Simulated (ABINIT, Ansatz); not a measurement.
# A GW chain in ABINIT: AlGaN2 (P-4m2), part 2 of 3

Aim: the G0W0 gap of AlGaN2 (P-4m2) on LDA, step by step.

ABINIT 10.8.3; LDA and many-body steps on it, plane waves. Known limits of the many-body steps: not at the basis limit; exchange with frozen shells missing; no spin-orbit coupling; coarse k mesh.

So far. Step 2 (Ground state): The gap is direct, at Γ.

### Step 3. Bands along the symmetry lines

Level of this step: DFT, LDA, plane waves, norm-conserving pseudopotentials (ABINIT).

The cheap functional maps the bands first; the places of the edges decide which points the dearer methods must see.

run.abi

```
acell 3*1.0 Angstrom
rprim 
  3.140877048700 0.000000000000 0.000000000000
  0.000000000000 3.140877048700 0.000000000000
  0.000000000000 0.000000000000 4.423837940000
ntypat 3
znucl 13 31 7
natom 4
typat 1 2 3 3
xred 
  0.500000000000 0.500000000000 0.500000000000
  0.000000000000 0.000000000000 0.000000000000
  0.500000000000 0.000000000000 0.738264810000
  0.000000000000 0.500000000000 0.261735190000
pp_dirpath "pseudos"
pseudos "Al.upf, Ga.upf, N.upf"
ecut 36
iscf -2
irdden 1
kptopt 0
nkpt 75
kpt 
  0.00000000 0.00000000 0.00000000
  0.00000000 0.06250000 0.00000000
  0.00000000 0.12500000 0.00000000
  0.00000000 0.18750000 0.00000000
  0.00000000 0.25000000 0.00000000
  0.00000000 0.31250000 0.00000000
  0.00000000 0.37500000 0.00000000
  0.00000000 0.43750000 0.00000000
  0.00000000 0.50000000 0.00000000
  0.06250000 0.50000000 0.00000000
  0.12500000 0.50000000 0.00000000
  0.18750000 0.50000000 0.00000000
  0.25000000 0.50000000 0.00000000
  0.31250000 0.50000000 0.00000000
  0.37500000 0.50000000 0.00000000
  0.43750000 0.50000000 0.00000000
  0.50000000 0.50000000 0.00000000
  0.43750000 0.43750000 0.00000000
  0.37500000 0.37500000 0.00000000
  0.31250000 0.31250000 0.00000000
  0.25000000 0.25000000 0.00000000
  0.18750000 0.18750000 0.00000000
  0.12500000 0.12500000 0.00000000
  0.06250000 0.06250000 0.00000000
  0.00000000 0.00000000 0.00000000
  0.00000000 0.00000000 0.06250000
  0.00000000 0.00000000 0.12500000
  0.00000000 0.00000000 0.18750000
  0.00000000 0.00000000 0.25000000
  0.00000000 0.00000000 0.31250000
  0.00000000 0.00000000 0.37500000
  0.00000000 0.00000000 0.43750000
  0.00000000 0.00000000 0.50000000
  0.00000000 0.06250000 0.50000000
  0.00000000 0.12500000 0.50000000
  0.00000000 0.18750000 0.50000000
  0.00000000 0.25000000 0.50000000
  0.00000000 0.31250000 0.50000000
  0.00000000 0.37500000 0.50000000
  0.00000000 0.43750000 0.50000000
  0.00000000 0.50000000 0.50000000
  0.06250000 0.50000000 0.50000000
  0.12500000 0.50000000 0.50000000
  0.18750000 0.50000000 0.50000000
  0.25000000 0.50000000 0.50000000
  0.31250000 0.50000000 0.50000000
  0.37500000 0.50000000 0.50000000
  0.43750000 0.50000000 0.50000000
  0.50000000 0.50000000 0.50000000
  0.43750000 0.43750000 0.50000000
  0.37500000 0.37500000 0.50000000
  0.31250000 0.31250000 0.50000000
  0.25000000 0.25000000 0.50000000
  0.18750000 0.18750000 0.50000000
  0.12500000 0.12500000 0.50000000
  0.06250000 0.06250000 0.50000000
  0.00000000 0.00000000 0.50000000
  0.00000000 0.50000000 0.00000000
  0.00000000 0.50000000 0.06250000
  0.00000000 0.50000000 0.12500000
  0.00000000 0.50000000 0.18750000
  0.00000000 0.50000000 0.25000000
  0.00000000 0.50000000 0.31250000
  0.00000000 0.50000000 0.37500000
  0.00000000 0.50000000 0.43750000
  0.00000000 0.50000000 0.50000000
  0.50000000 0.50000000 0.00000000
  0.50000000 0.50000000 0.06250000
  0.50000000 0.50000000 0.12500000
  0.50000000 0.50000000 0.18750000
  0.50000000 0.50000000 0.25000000
  0.50000000 0.50000000 0.31250000
  0.50000000 0.50000000 0.37500000
  0.50000000 0.50000000 0.43750000
  0.50000000 0.50000000 0.50000000
istwfk *1
nband 20
nbdbuf 2
tolwfr 1e-08
nstep 40
prtwf 0
prtvol 0
indata_prefix "in"
outdata_prefix "out"
tmpdata_prefix "tmp"
```

Command:

```
OMP_NUM_THREADS=1 mpirun -n 4 abinit run.abi > log
```

Numbers of over 12 decimals in the logs are rounded to 6 here.

The program printed:

```text
.Version 10.8.3 of ABINIT. v10.8.2 released Aug 2026.

 Symmetries : space group P-4 m 2 (#115); Bravais tP (primitive tetrag.)
[... echo of the input left out ...]
== DATASET  1 ==================================================================
-   mpi_nproc: 4, omp_nthreads: 1 (-1 if OMP is not activated)

--- !DatasetInfo
iteration_state: {dtset: 1, }
dimensions: {natom: 4, nkpt: 75, mband: 20, nsppol: 1, nspinor: 1, nspden: 1, mpw: 3080, }
cutoff_energies: {ecut:  36.0, pawecutdg:  -1.0, }
electrons: {nelect:   2.60000000E+01, charge:   0.00000000E+00, occopt:   1.00000000E+00, tsmear:   1.00000000E-02, }

 Real(R)+Recip(G) space primitive vectors, cartesian coordinates (Bohr,Bohr^-1):
 R(1)=  5.9353974  0.0000000  0.0000000  G(1)=  0.1684807  0.0000000  0.0000000
 R(2)=  0.0000000  5.9353974  0.0000000  G(2)=  0.0000000  0.1684807  0.0000000
 R(3)=  0.0000000  0.0000000  8.3598421  G(3)=  0.0000000  0.0000000  0.1196195
 Unit cell volume ucvol=  2.9450840E+02 bohr^3
 Angles (23,13,12)=  9.00000000E+01  9.00000000E+01  9.00000000E+01 degrees

 getcut: wavevector=  0.0000  0.0000  0.0000  ngfft=  36  36  48
         ecut(hartree)=     36.000   => boxcut(ratio)=   2.12582

--- Pseudopotential description ------------------------------------------------
- Al Generated using ONCVPSP code by D. R. Hamann
- 13.00000   3.00000  180309                  znucl, zion, pspdat
12 -1012 2 -1 1854                            pspcod,pspxc,lmax,lloc,mmax
     nproj     2     2     2
  pspatm : epsatm=    0.57439143
         --- l  ekb(1:nproj) -->
             0    5.725870    0.726131
             1    6.190420    0.914022
             2   -4.229503   -0.925599
 pspatm: atomic psp has been read  and splines computed

- Ga Generated using ONCVPSP code by D. R. Hamann
- 31.00000  13.00000  180309                  znucl, zion, pspdat
12 -1012 2 -1 1858                            pspcod,pspxc,lmax,lloc,mmax
     nproj     2     2     2
  pspatm : epsatm=   24.58383104
         --- l  ekb(1:nproj) -->
[...]
pspatm: atomic psp has been read  and splines computed

- N Generated using ONCVPSP code by D. R. Hamann
-  7.00000   5.00000  180309                  znucl, zion, pspdat
12 -1012 1 -1 1058                            pspcod,pspxc,lmax,lloc,mmax
     nproj     2     2     0
  pspatm : epsatm=    5.30777321
         --- l  ekb(1:nproj) -->
[...]
pspatm: atomic psp has been read  and splines computed

--------------------------------------------------------------------------------

================================================================================
 prteigrs : about to open file out_EIG
 Non-SCF case, kpt    1 (  0.00000  0.00000  0.00000), residuals and eigenvalues=
  6.34E-09  8.17E-09  3.88E-09  5.24E-09  8.48E-09  5.86E-09  8.59E-09  3.27E-09
  2.77E-09  6.89E-09  2.73E-09  2.73E-09  7.86E-09  4.50E-09  9.25E-09  5.77E-09
[...]
4.14E-09  7.24E-09  3.52E-09  1.87E-05
[...]
6.1108E-01  6.4770E-01
[...]
Non-SCF case, kpt   74 (  0.50000  0.50000  0.43750), residuals and eigenvalues=
[...]
6.0297E-01  6.1683E-01
 Non-SCF case, kpt   75 (  0.50000  0.50000  0.50000), residuals and eigenvalues=
[...]
-2.2421E-01 -1.6354E-04  3.1405E-02  4.6295E-02  7.3195E-02  7.3952E-02
  7.3952E-02  4.1846E-01  4.1846E-01  5.1104E-01  5.8752E-01  5.9656E-01
  5.9656E-01  6.1643E-01

--- !ResultsGS
iteration_state: {dtset: 1, }
comment   : Summary of ground state results
lattice_vectors:
- [  5.9353974,   0.0000000,   0.0000000, ]
- [  0.0000000,   5.9353974,   0.0000000, ]
- [  0.0000000,   0.0000000,   8.3598421, ]
lattice_lengths: [   5.93540,    5.93540,    8.35984, ]
lattice_angles: [ 90.000,  90.000,  90.000, ] # degrees, (23, 13, 12)
lattice_volume:   2.9450840E+02
convergence: {deltae:  0.000E+00, res2:  0.000E+00, residm:  9.994E-09, diffor:  0.000E+00, }
etotal    :  -9.96147150E+01
entropy   :   0.00000000E+00
fermie    :   1.93186353E-01
cartesian_stress_tensor: null
pressure_GPa: null
xred      :
- [  5.0000E-01,   5.0000E-01,   5.0000E-01, Al]
- [  0.0000E+00,   0.0000E+00,   0.0000E+00, Ga]
- [  5.0000E-01,   0.0000E+00,   7.3826E-01,  N]
- [  0.0000E+00,   5.0000E-01,   2.6174E-01,  N]
cartesian_forces: null
force_length_stats: {min: null, max: null, mean: null, }

 Integrated electronic density in atomic spheres:
 ------------------------------------------------
 Atom  Sphere_radius  Integrated_density
[...]
================================================================================

 ----iterations are completed or convergence reached----

 Mean square residual over all n,k,spin=   57.101E-10; max=  99.936E-10
 reduced coordinates (array xred) for    4 atoms
[...]
0.500000000000      0.000000000000      0.738264810000
       0.000000000000      0.500000000000      0.261735190000

 cartesian coordinates (angstrom) at end:
[...]
length scales=  1.889726125908  1.889726125908  1.889726125908 bohr
              =  1.000000000000  1.000000000000  1.000000000000 angstroms
 prteigrs : about to open file out_EIG
 Eigenvalues (hartree) for nkpt=  75  k points:
 kpt#   1, nband= 20, wtk=  1.00000, kpt=  0.0000  0.0000  0.0000 (reduced coord)
[...]
kpt#   2, nband= 20, wtk=  1.00000, kpt=  0.0000  0.0625  0.0000 (reduced coord)
[...]
kpt#   3, nband= 20, wtk=  1.00000, kpt=  0.0000  0.1250  0.0000 (reduced coord)
[...]
kpt#  74, nband= 20, wtk=  1.00000, kpt=  0.5000  0.5000  0.4375 (reduced coord)
[...]
0.58135    0.60297    0.60297    0.61683
 kpt#  75, nband= 20, wtk=  1.00000, kpt=  0.5000  0.5000  0.5000 (reduced coord)
  -0.32439   -0.32439   -0.29164   -0.28579   -0.28546   -0.22421   -0.22421   -0.00016
   0.03140    0.04630    0.07319    0.07395    0.07395    0.41846    0.41846    0.51104
   0.58752    0.59656    0.59656    0.61643

== END DATASET(S) ==============================================================
================================================================================

 -outvars: echo values of variables after computation  --------
            nband          20
             nkpt          75
          spgroup         115
 [... the other variables as echoed above ...]

 Calculation completed.
```

Elapsed: 64 s, on 4 MPI ranks of Intel Xeon Platinum 8259CL at 2.50GHz (Skylake/Cascade Lake), shared host; peak memory 0.37 GiB.

Numbers from this step:

```
gap                        : 2.882 eV
k of the valence top       : 0, 0, 0
k of the conduction bottom : 0, 0, 0
least direct gap           : 2.882 eV
```

The gap is 2.882 eV, as in the run before at this level.

Electronic bands along the path, in eV, zero at the top of the highest filled band:

```
    point  band 10  band 11  band 12  band 13  band 14  band 15  band 16  band 17
        Γ    -2.34    -0.23     0.00     0.00     2.88     3.53     7.47    11.10
  halfway    -2.39    -1.87    -0.94    -0.14     4.69     5.27     8.54    10.39
        X    -2.96    -2.91    -0.99    -0.69     7.01     7.08     7.96     8.29
  halfway    -2.64    -2.62    -2.08    -2.08     4.98     5.21     7.43     9.72
        M    -2.29    -2.27    -2.27    -2.27     3.27     3.27     6.17     8.64
  halfway    -3.24    -3.00    -1.30    -1.23     5.16     6.04     7.92    10.70
        Γ    -2.34    -0.23     0.00     0.00     2.88     3.53     7.47    11.10
  halfway    -2.07    -1.31    -0.39    -0.39     3.89     4.43     7.77    10.04
        Z    -1.56    -1.56    -1.01    -1.01     5.22     5.35     7.79     9.10
  halfway    -1.27    -1.21    -0.98    -0.80     5.71     6.39     8.16     9.39
        R    -0.97    -0.87    -0.62    -0.57     5.11     6.49     9.08     9.36
  halfway    -2.81    -2.59    -1.49    -1.43     6.81     7.03     7.09     8.44
        A    -4.00    -3.27    -3.24    -3.24     6.13     6.13     8.65    10.73
  halfway    -2.98    -2.89    -0.96    -0.63     6.84     7.46     7.59     8.51
        Z    -1.56    -1.56    -1.01    -1.01     5.22     5.35     7.79     9.10
jump to X    -2.96    -2.91    -0.99    -0.69     7.01     7.08     7.96     8.29
  halfway    -1.71    -1.65    -0.98    -0.63     6.01     7.02     8.19     8.39
        R    -0.97    -0.87    -0.62    -0.57     5.11     6.49     9.08     9.36
jump to M    -2.29    -2.27    -2.27    -2.27     3.27     3.27     6.17     8.64
  halfway    -3.06    -2.81    -2.81    -2.71     4.54     4.54     7.30     9.46
        A    -4.00    -3.27    -3.24    -3.24     6.13     6.13     8.65    10.73
```

### Step 4. Empty states on the mesh, 4×4×2 mesh, 38 bands

The sums over transitions need many empty states on a uniform mesh; this step solves for them.

run.abi

```
acell 3*1.0 Angstrom
rprim 
  3.140877048700 0.000000000000 0.000000000000
  0.000000000000 3.140877048700 0.000000000000
  0.000000000000 0.000000000000 4.423837940000
ntypat 3
znucl 13 31 7
natom 4
typat 1 2 3 3
xred 
  0.500000000000 0.500000000000 0.500000000000
  0.000000000000 0.000000000000 0.000000000000
  0.500000000000 0.000000000000 0.738264810000
  0.000000000000 0.500000000000 0.261735190000
pp_dirpath "pseudos"
pseudos "Al.upf, Ga.upf, N.upf"
ecut 36
ngkpt 4 4 2
nshiftk 1
shiftk 0 0 0
kptopt 1
chksymbreak 0
iscf -2
irdden 1
istwfk *1
nband 38
nbdbuf 4
tolwfr 1e-09
nstep 60
prtvol 0
indata_prefix "in"
outdata_prefix "out"
tmpdata_prefix "tmp"
```

The program printed:

```text
.Version 10.8.3 of ABINIT. v10.8.2 released Aug 2026.

 Symmetries : space group P-4 m 2 (#115); Bravais tP (primitive tetrag.)
[... echo of the input left out ...]
== DATASET  1 ==================================================================
-   mpi_nproc: 4, omp_nthreads: 1 (-1 if OMP is not activated)

--- !DatasetInfo
iteration_state: {dtset: 1, }
dimensions: {natom: 4, nkpt: 12, mband: 38, nsppol: 1, nspinor: 1, nspden: 1, mpw: 3080, }
cutoff_energies: {ecut:  36.0, pawecutdg:  -1.0, }
electrons: {nelect:   2.60000000E+01, charge:   0.00000000E+00, occopt:   1.00000000E+00, tsmear:   1.00000000E-02, }

 Real(R)+Recip(G) space primitive vectors, cartesian coordinates (Bohr,Bohr^-1):
 R(1)=  5.9353974  0.0000000  0.0000000  G(1)=  0.1684807  0.0000000  0.0000000
 R(2)=  0.0000000  5.9353974  0.0000000  G(2)=  0.0000000  0.1684807  0.0000000
 R(3)=  0.0000000  0.0000000  8.3598421  G(3)=  0.0000000  0.0000000  0.1196195
 Unit cell volume ucvol=  2.9450840E+02 bohr^3
 Angles (23,13,12)=  9.00000000E+01  9.00000000E+01  9.00000000E+01 degrees

 getcut: wavevector=  0.0000  0.0000  0.0000  ngfft=  36  36  48
         ecut(hartree)=     36.000   => boxcut(ratio)=   2.12582

--- Pseudopotential description ------------------------------------------------
- Al Generated using ONCVPSP code by D. R. Hamann
- 13.00000   3.00000  180309                  znucl, zion, pspdat
12 -1012 2 -1 1854                            pspcod,pspxc,lmax,lloc,mmax
     nproj     2     2     2
  pspatm : epsatm=    0.57439143
         --- l  ekb(1:nproj) -->
             0    5.725870    0.726131
             1    6.190420    0.914022
             2   -4.229503   -0.925599
 pspatm: atomic psp has been read  and splines computed

- Ga Generated using ONCVPSP code by D. R. Hamann
- 31.00000  13.00000  180309                  znucl, zion, pspdat
12 -1012 2 -1 1858                            pspcod,pspxc,lmax,lloc,mmax
     nproj     2     2     2
  pspatm : epsatm=   24.58383104
         --- l  ekb(1:nproj) -->
[...]
pspatm: atomic psp has been read  and splines computed

- N Generated using ONCVPSP code by D. R. Hamann
-  7.00000   5.00000  180309                  znucl, zion, pspdat
12 -1012 1 -1 1058                            pspcod,pspxc,lmax,lloc,mmax
     nproj     2     2     0
  pspatm : epsatm=    5.30777321
         --- l  ekb(1:nproj) -->
[...]
pspatm: atomic psp has been read  and splines computed

--------------------------------------------------------------------------------

================================================================================
 prteigrs : about to open file out_EIG
 Non-SCF case, kpt    1 (  0.00000  0.00000  0.00000), residuals and eigenvalues=
  3.96E-10  6.01E-10  2.29E-10  5.30E-10  4.64E-10  4.45E-10  4.29E-10  5.46E-10
  2.09E-10  6.20E-10  5.72E-10  3.27E-10  5.38E-10  2.05E-10  1.21E-10  2.64E-10
  1.92E-10  4.17E-10  6.54E-10  2.77E-10  1.75E-10  2.63E-10  4.31E-10  3.93E-10
[...]
4.09E-10  5.87E-10  3.72E-07  3.27E-07  3.87E-05  2.64E-03
 -3.7069E-01 -3.2465E-01 -2.9176E-01 -2.9176E-01 -2.9028E-01 -2.8436E-01
 -2.3340E-01 -1.2260E-02  1.0721E-01  1.0721E-01  1.8456E-01  1.9319E-01
[...]
1.1487E+00  1.1570E+00  1.1570E+00  1.1597E+00  1.3230E+00  1.3230E+00
  1.3916E+00  1.4292E+00
 prteigrs : prtvol=0 or 1, do not print more k-points.

--- !ResultsGS
iteration_state: {dtset: 1, }
comment   : Summary of ground state results
lattice_vectors:
- [  5.9353974,   0.0000000,   0.0000000, ]
- [  0.0000000,   5.9353974,   0.0000000, ]
- [  0.0000000,   0.0000000,   8.3598421, ]
lattice_lengths: [   5.93540,    5.93540,    8.35984, ]
lattice_angles: [ 90.000,  90.000,  90.000, ] # degrees, (23, 13, 12)
lattice_volume:   2.9450840E+02
convergence: {deltae:  0.000E+00, res2:  0.000E+00, residm:  9.987E-10, diffor:  0.000E+00, }
etotal    :  -9.96147150E+01
entropy   :   0.00000000E+00
fermie    :   1.93186353E-01
cartesian_stress_tensor: null
pressure_GPa: null
xred      :
- [  5.0000E-01,   5.0000E-01,   5.0000E-01, Al]
- [  0.0000E+00,   0.0000E+00,   0.0000E+00, Ga]
- [  5.0000E-01,   0.0000E+00,   7.3826E-01,  N]
- [  0.0000E+00,   5.0000E-01,   2.6174E-01,  N]
cartesian_forces: null
force_length_stats: {min: null, max: null, mean: null, }

 Integrated electronic density in atomic spheres:
 ------------------------------------------------
 Atom  Sphere_radius  Integrated_density
[...]
================================================================================

 ----iterations are completed or convergence reached----

 Mean square residual over all n,k,spin=   50.940E-11; max=  99.871E-11
 reduced coordinates (array xred) for    4 atoms
[...]
0.500000000000      0.000000000000      0.738264810000
       0.000000000000      0.500000000000      0.261735190000

 cartesian coordinates (angstrom) at end:
    1      1.570439     1.570439     2.211919
    2      0.000000     0.000000     0.000000
    3      1.570439     0.000000     3.265964
    4      0.000000     1.570439     1.157874
 length scales=  1.889726125908  1.889726125908  1.889726125908 bohr
              =  1.000000000000  1.000000000000  1.000000000000 angstroms
 prteigrs : about to open file out_EIG
 Eigenvalues (hartree) for nkpt=  12  k points:
 kpt#   1, nband= 38, wtk=  0.03125, kpt=  0.0000  0.0000  0.0000 (reduced coord)
[...]
0.60114    0.60114    0.60529    0.65429    0.73261    0.73261    0.85322    0.88225
   0.88290    0.88290    0.88771    0.89929    1.02044    1.07748    1.14869    1.15703
   1.15703    1.15971    1.32300    1.32300    1.39160    1.42921
 prteigrs : prtvol=0 or 1, do not print more k-points.

== END DATASET(S) ==============================================================
================================================================================

 -outvars: echo values of variables after computation  --------
            nband          38
             nkpt          12
          spgroup         115
 [... the other variables as echoed above ...]

 Calculation completed.
```

It took 23 s on 4 MPI ranks; peak memory 0.32 GiB.

Numbers from this step:

* gap: 2.882 eV
* k of the valence top: 0, 0, 0
* k of the conduction bottom: 0, 0, 0
* least direct gap: 2.882 eV
* k points computed: 12
* lowest point of the top converged band, above the valence top: 26.30 eV

On this mesh the gap is 2.882 eV.

(Continued in part 3 of 3.)

[Paths, hosts, dates, memory and timing lines, banners, echoed tables and standing remarks are left out of the program output.]

[Logs are printed without paths, hosts, clocks, repeated set-up lines and the standing remarks that a program may print on its own settings, such as how far it seeks lower states.]

[Runs of the session that timed out or met a known fault of the program may be left out.]

[Hosts, paths, dates, database ids (printed as entryN), source tags and the programs' standing remarks are cut or masked in the printed files.]

[G0W0 gaps are taken among the corrected bands and points alone; a level outside them can change the order at an edge.]

[Where Ansatz stands beside ABINIT at settings called matched, ABINIT's density can come from a denser mesh and the files from another edition; pairs whose starting gaps differed by over 0.03 eV were left out, so agreement reads better than it is.]
